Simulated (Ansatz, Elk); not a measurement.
## How far do independent atoms describe MgGaSi?

The structure of MgGaSi used here is made up (a known structure type with other elements) and was relaxed beforehand with PBE. The aim is the Fourier transform of its all-electron density, F(hkl), set beside the sum over free spherical atoms that refinements use.

Calculated with Elk 11.2.3 (patched build); DFT, PBE, all-electron APW+lo, Dirac cores, scalar-relativistic bands, static density, no spin.

The structure was built from a prototype and need not be the compound's stable phase.

**1. The starting structure**

The structure is hexagonal, space group P-6m2 (No. 187). The conventional cell has a = 4.120 Å, b = 4.120 Å, c = 4.006 Å, α = 90.00°, β = 90.00°, γ = 120.00°. Nearest to Ga lie 3 Si at 2.38 Å and 6 Mg at 3.11 Å. Nearest to Si lie 3 Ga at 2.38 Å and 6 Mg at 3.11 Å. Nearest to Mg lie 6 Ga at 3.11 Å and 6 Si at 3.11 Å. Farther neighbours are not listed.

**2. Ground state and structure factors**

An all-electron density is needed, since X-rays see the cores too. Task 0 finds the density and task 195 Fourier-transforms it; tshift is off so that phases refer to the origin typed.

Contents of elk.in:

```
tasks
  0
  195

xctype
  20

spinpol
  .false.

rgkmax
  7.0

gmaxvr
  14.0

lmaxo
  7

lmaxapw
  8

swidth
  0.002

tshift
  .false.

ramdisk
  .false.

hmaxvr
  5.5

maxscl
  120

epspot
  1e-06

sppath
  './'

avec
  7.78520653047 0.00000000000 -0.00000000000
  -3.89260326523 6.74218662909 0.00000000000
  -0.00000000000 -0.00000000000 7.56997847342

atoms
  3
  'Ga.in'
  1
  0.3333333333 0.6666666667 0.5000000000   0.000000 0.000000 0.000000
  'Si.in'
  1
  0.6666666667 0.3333333333 0.5000000000   0.000000 0.000000 0.000000
  'Mg.in'
  1
  0.0000000000 0.0000000000 -0.0000000000   0.000000 0.000000 0.000000

ngridk
  6 6 6
```

Run with:

```bash
$ OMP_NUM_THREADS=4 elk
```

Numbers of over 12 decimals in the logs are rounded to 6 here.

Log:

```text
┌─────────────────────────┐
│ Elk code version 11.2.3 │
└─────────────────────────┘

All units are atomic (Hartree, Bohr, etc.)

┌─────────────────────────────────────────────────┐
│ Ground-state run starting from atomic densities │
└─────────────────────────────────────────────────┘

Lattice vectors :
   7.785206530       0.000000000      -0.000000000
  -3.892603265       6.742186629       0.000000000
  -0.000000000      -0.000000000       7.569978473

Reciprocal lattice vectors :
  0.8070672605      0.4659605001       0.000000000
   0.000000000      0.9319210002       0.000000000
   0.000000000       0.000000000      0.8300136294

Unit cell volume      :    397.3429875
Brillouin zone volume :   0.6242722818

Muffin-tin inner radius fraction :   0.1000000000E-01

Nuclei treated as point charges

Species : 1 (Ga)
 parameters loaded from : Ga.in
 name : gallium
 nuclear charge    :   -31.00000000
 electronic charge :    31.00000000
 atomic mass :    127097.2539
 muffin-tin radius :    2.319021436
 number of radial points in muffin-tin :    993
 inner part over the whole radius :   0.9895933186E-02
 number on inner part of muffin-tin    :    701
 approximate nuclear radius :   0.7562051033E-04
 number of mesh points to nuclear radius :    339
 atomic positions (lattice), magnetic fields (Cartesian) :
  1 :   0.33333333  0.66666667  0.50000000    0.00000000  0.00000000  0.00000000

Species : 2 (Si)
 parameters loaded from : Si.in
 name : silicon
 nuclear charge    :   -14.00000000
 electronic charge :    14.00000000
 atomic mass :    51196.73458
 muffin-tin radius :    2.125769650
 number of radial points in muffin-tin :    793
 inner part over the whole radius :   0.9813036418E-02
 number on inner part of muffin-tin    :    552
 approximate nuclear radius :   0.5963282101E-04
 number of mesh points to nuclear radius :    247
 atomic positions (lattice), magnetic fields (Cartesian) :
  1 :   0.66666667  0.33333333  0.50000000    0.00000000  0.00000000  0.00000000

Species : 3 (Mg)
 parameters loaded from : Mg.in
 name : magnesium
 nuclear charge    :   -12.00000000
 electronic charge :    12.00000000
 atomic mass :    44305.30466
 muffin-tin radius :    2.200000000
 number of radial points in muffin-tin :    793
 inner part over the whole radius :   0.9941530515E-02
 number on inner part of muffin-tin    :    552
 approximate nuclear radius :   0.5710277704E-04
 number of mesh points to nuclear radius :    241
 atomic positions (lattice), magnetic fields (Cartesian) :
  1 :   0.00000000  0.00000000  0.00000000    0.00000000  0.00000000  0.00000000

Total number of atoms per unit cell :    3
Total muffin-tin volume :    137.0802825
 ratio of muffin-tin to unit cell volume :   0.3449923286

Spin treatment :
 spin-unpolarised

Number of Bravais lattice symmetries :   24
Number of crystal symmetries         :   12
Crystal has no inversion symmetry
Complex Hermitian eigensolver will be used

k-point grid :      6     6     6
k-point offset :    0.000000000       0.000000000       0.000000000
k-point set is reduced with full crystal symmetry group
Total number of k-points :       40

Muffin-tin radius times maximum |G+k| :    7.000000000
 using average radius
Maximum |G+k| for APW functions       :    3.160370240
Maximum (1/2)|G+k|²                   :    4.993970028
Maximum |G| for potential and density :    14.00000000
Constant for pseudocharge density :    8
 order of it for each species :   15  15  15
 order of it for pair densities of each species (exact exchange by exxq0 0: 16) :   11   9   9
Radial integration step length :    1

G-vector grid sizes :     35    35    35
Number of G-vectors :    18387

Maximum angular momentum used for
 APW functions            :    8
 outer part of muffin-tin :    7
 inner part of muffin-tin :    2

Total nuclear charge    :   -57.00000000
Total core charge       :    30.00000000
Total valence charge    :    27.00000000
Total excess charge     :    0.000000000
Total electronic charge :    57.00000000

[...]
total energy                :     -2435.5507983799

Density of states at Fermi energy :    21.97846251
 (states/Hartree/unit cell)

Estimated indirect band gap :   0.4320846137E-02
 from k-point 34 to k-point 6
Estimated direct band gap   :   0.8651932960E-02
 at k-point 25

Charges :
 core                        :    30.00000000
 valence                     :    27.00000000
 interstitial                :    4.850523510
 muffin-tins (core leakage)
  species : 1 (Ga)
   atom 1                    :    29.61599384     (  0.1207822168E-02)
  species : 2 (Si)
   atom 1                    :    12.20583023     (  0.1972192425E-02)
  species : 3 (Mg)
   atom 1                    :    10.32765242     ( -0.9828258563E-07)
 total in muffin-tins        :    52.14947649
 total calculated charge     :    56.99680649
 total charge                :    57.00000000
 error                       :   0.3193514440E-02

RMS change in Kohn-Sham potential (target) :   0.5890070302     (  0.1000000000E-05)
Absolute change in total energy (target)   :   0.6933837395     (  0.1000000000E-03)

[... loops 3 to 13 left out ...]

┌──────────────────┐
│ Loop number : 14 │
└──────────────────┘

Energies :
 Fermi                       :     0.210660
 sum of occupied eigenvalues :     -1380.1987600248
 electron kinetic            :      2474.0312452456
 core electron kinetic       :      2268.7290883095
 Coulomb                     :     -4795.4861421864
 Coulomb potential           :     -3707.6095641377
 nuclear-nuclear             :     -325.80855681628
 electron-nuclear            :     -5238.4814068674
 Hartree                     :      768.80382149727
 Madelung                    :     -2941.6813601175
 xc potential                :     -146.62044113271
 exchange                    :     -110.50695474228
 correlation                 :     -2.516632
 electron entropic           :    -0.54455358508124E-03
 total energy                :     -2434.4790278652

Density of states at Fermi energy :    43.81607129
 (states/Hartree/unit cell)

Estimated indirect band gap :   0.1535739455E-02
 from k-point 1 to k-point 6
Estimated direct band gap   :   0.9786028626E-02
 at k-point 23

Charges :
 core                        :    30.00000000
 valence                     :    27.00000000
 interstitial                :    4.924286836
 muffin-tins (core leakage)
  species : 1 (Ga)
[...]
species : 2 (Si)
[...]
species : 3 (Mg)
[...]
total in muffin-tins        :    52.07571316
 total calculated charge     :    56.99686635
 total charge                :    57.00000000
 error                       :   0.3133653442E-02

RMS change in Kohn-Sham potential (target) :   0.3103634596E-06 (  0.1000000000E-05)
Absolute change in total energy (target)   :   0.5092290849E-04 (  0.1000000000E-03)

Convergence targets achieved

┌──────────────────┐
│ Loop number : 15 │
└──────────────────┘

Energies :
 Fermi                       :     0.210660
 sum of occupied eigenvalues :     -1380.1987534175
 electron kinetic            :      2474.0312490072
 core electron kinetic       :      2268.7290916797
 Coulomb                     :     -4795.4861396069
 Coulomb potential           :     -3707.6095633461
 nuclear-nuclear             :     -325.80855681628
 electron-nuclear            :     -5238.4814025080
 Hartree                     :      768.80381971730
 Madelung                    :     -2941.6813579339
 xc potential                :     -146.62043907867
 exchange                    :     -110.50695464017
 correlation                 :     -2.516632
 electron entropic           :    -0.54455383247227E-03
 total energy                :     -2434.4790214201

Density of states at Fermi energy :    43.81610030
 (states/Hartree/unit cell)

Estimated indirect band gap :   0.1535741371E-02
 from k-point 1 to k-point 6
Estimated direct band gap   :   0.9786029008E-02
 at k-point 25

Charges :
 core                        :    30.00000000
 valence                     :    27.00000000
 interstitial                :    4.924286776
 muffin-tins (core leakage)
  species : 1 (Ga)
   atom 1                    :    29.64116133     (  0.1159803673E-02)
  species : 2 (Si)
   atom 1                    :    12.03084046     (  0.1951482395E-02)
  species : 3 (Mg)
   atom 1                    :    10.40371144     ( -0.9828259007E-07)
 total in muffin-tins        :    52.07571322
 total calculated charge     :    56.99686635
 total charge                :    57.00000000
 error                       :   0.3133653220E-02

┌──────────────────────────────┐
│ Self-consistent loop stopped │
└──────────────────────────────┘

Warning : core states of species 1 leak from the muffin-tin :   0.1159803673E-02

Warning : core states of species 2 leak from the muffin-tin :   0.1951482395E-02

Wrote STATE.OUT
```

Elapsed: 13 s, on 4 threads of Arm Neoverse V2, shared host; peak memory 0.16 GiB.

SFACRHO.OUT:

```text

h k l indices transformed by vhmat matrix:
   1.000000000       0.000000000       0.000000000    
   0.000000000       1.000000000       0.000000000    
   0.000000000       0.000000000       1.000000000    

      h      k      l  multipl.   |H|            Re(F)            Im(F)           |F|

      0      0      0      1   0.0000000       56.999999      0.13074567E-16   56.999999    
      0      0     -1      2  0.83001363      -29.528757     -0.20719053E-13   29.528757    
      1      0      0      3  0.93192100      -9.6018433       13.879503       16.877085    
     -1      0      0      3  0.93192100      -9.6018433      -13.879503       16.877085    
     -1      0      1      6   1.2479581       26.490315       13.318652       29.650013    
      1      0     -1      6   1.2479581       26.490315      -13.318652       29.650013    
     -2      1      0      6   1.6141345       40.207960      0.90340942E-08   40.207960    
      0      0      2      2   1.6600273       39.915806     -0.36237715E-13   39.915806    
      1      1      1     12   1.8150352      -22.917175      0.86515840E-13   22.917175    
     -2      2      0      3   1.8638420      -7.3492493      -11.759453       13.867091    
      2     -2      0      3   1.8638420      -7.3492493       11.759453       13.867091    
      0      1      2      6   1.9037246      -7.5024444      -11.656174       13.861929    
      0     -1      2      6   1.9037246      -7.5024444       11.656174       13.861929    
      2     -2      1      6   2.0403014       21.872657      -11.255003       24.598541    
      0     -2      1      6   2.0403014       21.872657       11.255003       24.598541    
     -1      2     -2     12   2.3154094       34.346053      0.75902240E-08   34.346053    
     -1     -2      0      6   2.4656312      -6.7636840       10.083429       12.141786    
      1      2      0      6   2.4656312      -6.7636840      -10.083429       12.141786
```

Elk indexes on the primitive cell of elk.in and gives |H| = 4π sin θ/λ in inverse bohr. Below, one row stands for each form hkl of the conventional cell (m members, Friedel mates merged), F is for one primitive cell and the density is static (no thermal factor). Free-atom factors are Waasmaier and Kirfel's, and R is Σm||F|−|F'||/Σm|F|.

```tsv
hkl	m	sin θ/λ (Å⁻¹)	abs F, DFT	neutral atoms	diff.	abs of complex diff.
001	2	0.125	29.529	29.206	+0.323	0.323
100	6	0.140	16.877	16.838	+0.039	0.212
101	12	0.188	29.650	29.737	-0.087	0.092
110	6	0.243	40.208	40.573	-0.365	0.365
002	2	0.250	39.916	40.148	-0.232	0.232
111	12	0.273	22.917	23.176	-0.259	0.259
200	6	0.280	13.867	14.098	-0.231	0.288
102	12	0.286	13.862	13.970	-0.108	0.108
201	12	0.307	24.599	24.820	-0.221	0.221
112	12	0.348	34.346	34.458	-0.112	0.112
210	12	0.371	12.142	12.182	-0.040	0.041
003	2	0.374	19.928	20.004	-0.076	0.076
202	12	0.375	11.991	12.089	-0.098	0.104
211	24	0.391	21.508	21.544	-0.036	0.040
103	12	0.400	21.164	21.223	-0.060	0.064
300	6	0.420	30.540	30.600	-0.060	0.066
301	12	0.439	18.186	18.211	-0.025	0.033
113	12	0.446	17.971	18.006	-0.034	0.034
```

**3. The highest occupied states alone**

An energy window below the Fermi level keeps the highest occupied states, to see at which angles they scatter; shallow core shells can lie inside it and anion s states outside. No new self-consistency is needed.

Changes to elk.in since step 2:

```diff
@@ -1,3 +1,2 @@
 tasks
-  0
   195
@@ -40,2 +39,5 @@
 
+wsfac
+  -0.156830 0.510660
+
 sppath
```

Run with:

```bash
$ OMP_NUM_THREADS=4 elk
```

Log:

```text
┌─────────────────────────────────┐
│ Elk code version 11.2.3 started │
└─────────────────────────────────┘

Info(readinput): the functional depends on the density's gradient
 muffin-tin radial points multiplied by    2.00000
 (not where nrmtscf is given)

┌────────────────────┐
│ Current task : 195 │
└────────────────────┘
Info(checkmt): changed muffin-tin radius of species 1 (Ga) from   2.4000 to   2.3190
Info(checkmt): changed muffin-tin radius of species 2 (Si) from   2.2000 to   2.1258

Info(sfacrho): density structure factors written to SFACRHO.OUT

 Energy window :  -0.1568300000      0.5106600000

┌──────────────────┐
│ Elk code stopped │
└──────────────────┘
```

It took 4.6 s on 4 threads; peak memory 0.17 GiB; 5.6 s of CPU time.

States within 10 eV below the Fermi level hold 8.39 electrons; any levels below the window count with the cores, and a count that is not whole means the window cuts a band. Their amplitudes can exceed the total, where window and core parts have opposite phase:

```tsv
hkl	sin θ/λ (Å⁻¹)	abs F, window	abs F, all
001	0.125	2.506	29.529
100	0.140	1.062	16.877
101	0.188	0.530	29.650
110	0.243	0.040	40.208
002	0.250	0.044	39.916
111	0.273	0.066	22.917
200	0.280	0.142	13.867
102	0.286	0.030	13.862
201	0.307	0.168	24.599
112	0.348	0.103	34.346
```

**4. Another try**

In this try the input is made faulty on purpose, to show what that does.

The input is changed as shown.

Changes to elk.in since step 3:

```diff
@@ -1,2 +1,3 @@
 tasks
+  0
   195
@@ -10,3 +11,3 @@
 rgkmax
-  7.0
+  3.5
 
@@ -34,3 +35,3 @@
 maxscl
-  120
+  60
 
@@ -38,5 +39,2 @@
   1e-06
-
-wsfac
-  -0.156830 0.510660
```

Run with:

```bash
$ OMP_NUM_THREADS=4 elk
```

Log:

```text
┌─────────────────────────┐
│ Elk code version 11.2.3 │
└─────────────────────────┘

All units are atomic (Hartree, Bohr, etc.)

┌─────────────────────────────────────────────────┐
│ Ground-state run starting from atomic densities │
└─────────────────────────────────────────────────┘

Lattice vectors :
   7.785206530       0.000000000      -0.000000000
  -3.892603265       6.742186629       0.000000000
  -0.000000000      -0.000000000       7.569978473

Reciprocal lattice vectors :
  0.8070672605      0.4659605001       0.000000000
[...]
species : 2 (Si)
   atom 1                    :    11.89948405     (  0.1903891530E-02)
  species : 3 (Mg)
   atom 1                    :    10.36685519     ( -0.9828258740E-07)
 total in muffin-tins        :    51.82632454
 total calculated charge     :    56.99684357
 total charge                :    57.00000000
 error                       :   0.3156431524E-02

┌──────────────────────────────┐
│ Self-consistent loop stopped │
└──────────────────────────────┘

Warning : core states of species 1 leak from the muffin-tin :   0.1254989539E-02

Warning : core states of species 2 leak from the muffin-tin :   0.1903891530E-02

Wrote STATE.OUT
[key lines of the parts left out:]
total energy                :     -2434.1632608463
```

Wall time 9.4 s (4 threads); peak memory 0.17 GiB.

The run finished. A setting was moved off its sound value on purpose, so it serves as a test and not as the result.

The fault put into the input: a cutoff far too low.

Its structure factors differ from the first run's by R = 0.1 %.

(Part 1 of 2 ends here.)

[Logs are printed without paths, hosts, clocks, repeated set-up lines and the standing remarks that a program may print on its own settings, such as how far it seeks lower states.]

[Hosts, paths, dates, database ids (printed as entryN), source tags and the programs' standing remarks are cut or masked in the printed files.]
